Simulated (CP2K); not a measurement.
The C K edge of 2-methyloxazole was computed by TDDFT (CP2K XAS_TDP, aug-cc-pVDZ, TDA) at these levels: PBEh(45%), PBEh(45%) + GW2X and PBEh(60%). The first three lines of C1 (bonded to C and 3 H) with a strength over 0.0015, energy in eV and strength:

```tsv
run	first	second	third
1	283.80 (0.003)	284.21 (0.004)	285.08 (0.024)
2	290.28 (0.003)	290.69 (0.004)	291.56 (0.024)
3	288.67 (0.009)	288.93 (0.008)	289.58 (0.037)
```

Question: Which run is which?

Run 1: PBEh(45%) (45 % exact exchange). Run 2: PBEh(45%) + GW2X (45 % exact exchange). Run 3: PBEh(60%) (60 % exact exchange). Self-interaction lifts the core level, so the uncorrected lines rise with the share of exact exchange. The GW2X run keeps the spacings of its parent: 0.41 eV between the first two lines in run 2, 0.41 eV in run 1. Its shift is +6.48 eV, since the Kohn–Sham level at this share of exchange lies that far above the quasiparticle level.

[Banner, clock and machine lines of the logs are left out without a mark of their own.]

[Logs are printed without paths, hosts, clocks, repeated set-up lines and the standing remarks that a program may print on its own settings, such as how far it seeks lower states.]

[Hosts, paths, dates, database ids (printed as entryN), source tags and the programs' standing remarks are cut or masked in the printed files.]
